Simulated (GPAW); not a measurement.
# Surface energy and work function of Ca(111) from slabs of 3 to 12 layers (PBE)

How do energy and work function of Ca(111) films settle with thickness, and what surface energy follows?

Set-up. GPAW 26.7.0, plane waves at 450 eV with PAW setups; symmetric 1×1 slabs cut at the tabulated lattice constant (two decimals; low-temperature values for the alkali metals), atoms at bulk places, 7.5 Å of vacuum on each side, one in-plane mesh for all thicknesses, Fermi-Dirac smearing of 0.1 eV. Energies are extrapolated to zero smearing and count from the program's reference atoms. Functional PBE. The cell's area is 13.482 Å².

The runs, one held back:

| layers | energy (eV) | work function (eV) |
| --- | --- | --- |
| 3 | −5.3068 | 3.01 |
| 4 | −7.3377 | 3.01 |
| 5 | −9.3660 | 3.01 |
| 6 | −11.3972 | 3.01 |
| 7 | −13.4262 | 3.00 |
| 8 | −15.4548 | 3.00 |
| 9 | −17.4841 | 3.00 |
| 10 | −19.5134 | 2.99 |
| 11 | −21.5417 | 3.00 |
| 12 | ? | ? |

Q: What surface energy do these runs give, and what energy and work function should the 12-layer slab have?

**Working.** A slab of n layers has E(n) = nε + 2Aγ once its middle is bulk-like. A line through n = 6 to 11 has the slope ε = −2.0290 eV a layer and the intercept 2Aγ = 0.7765 eV (r.m.s. residual 0.2 meV). So γ = 0.7765 / (2 × 13.482 Å²) = 0.0288 eV/Å² = 0.46 J/m², with a standard error of under 0.01 J/m² from the scatter about the line. For 12 layers: 0.7765 + 12 × (−2.0290) = −23.571 eV; the run gives −23.571 eV, 0.1 meV under the line. The work function has no such law: from 6 to 11 layers it moves between 2.99 and 3.01 eV (mean 3.00), and the 12-layer slab gives 3.00 eV. The thinnest slab, 3 layers, lies +0.01 eV from that mean.

Caveats: The surfaces are unrelaxed, so γ is an upper bound for this functional and lattice constant. The tabulated lattice constant isn't the functional's own, which strains the slab a little.
